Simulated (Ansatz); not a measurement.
An input for Ansatz 0.2.0 (PtSe2/PtSe2 (1T multilayer)):

```yaml
crystal:
  lattice:
    - [3.707607627, 0.0, 0.0]
    - [-1.8538038135, 3.2108823923, 0.0]
    - [0.0, 0.0, 37.9]
  atoms:
    - { symbol: Pt, position: [0.0, 0.0, 0.4372229916] }
    - { symbol: Se, position: [0.3333333333, 0.6666666667, 0.4704686262] }
    - { symbol: Se, position: [0.6666666667, 0.3333333333, 0.4032455286] }
    - { symbol: Pt, position: [0.0, 0.0, 0.5627770084] }
    - { symbol: Se, position: [0.3333333333, 0.6666666667, 0.5967544714] }
    - { symbol: Se, position: [0.6666666667, 0.3333333333, 0.5295313738] }
  periodic: [true, true, false]
kpoints:
  mp_grid: { grid: [6, 6, 1] }
  band_path:
    path:
      - [0.0, 0.0, 0.0]
      - [0.5, 0.0, 0.0]
      - [0.3333333333, 0.3333333333, 0.0]
      - [0.1, 0.0, 0.0]
      - [0.25, 0.0, 0.0]
      - [0.1, 0.1, 0.0]
    npoints: 1
hamiltonian:
  xc: hse06
scf:
  occupations: { method: fixed }
  n_extra_bands: 6
output:
  eigenvalues: true
```

```sh
ansatz run input.yaml --threads 3 --pin off --max-ram 92160MiB --backend cuda --events-out ev --progress --plain --runs-dir out --devices 1 --max-vram 13GiB
```

Question: Estimate wall time and host memory on 1 × NVIDIA H100 80GB HBM3 (shared by 6 runs) with 3 threads of AMD EPYC 7R13 (Zen 3), shared host.

It took 63 s; on shared hardware allow 31 s to 2.1 min. Peak host memory was 2.0 GiB. The sizes that set the cost: 8827 plane waves a state, 7 irreducible k points and 17 SCF cycles.

Exact exchange couples every pair of k points and filled bands, so it costs far more than a semilocal run.

[Paths, hosts, dates, memory and timing lines, banners, echoed tables and standing remarks are left out of the program output.]

[Logs are printed without paths, hosts, clocks, repeated set-up lines and the standing remarks that a program may print on its own settings, such as how far it seeks lower states.]

[Runs of the session that timed out or met a known fault of the program may be left out.]

[Cells called generated may have been cut or substituted from an entry of the Crystallography Open Database or the Materials Project.]

[Hosts, paths, dates, database ids (printed as entryN), source tags and the programs' standing remarks are cut or masked in the printed files.]
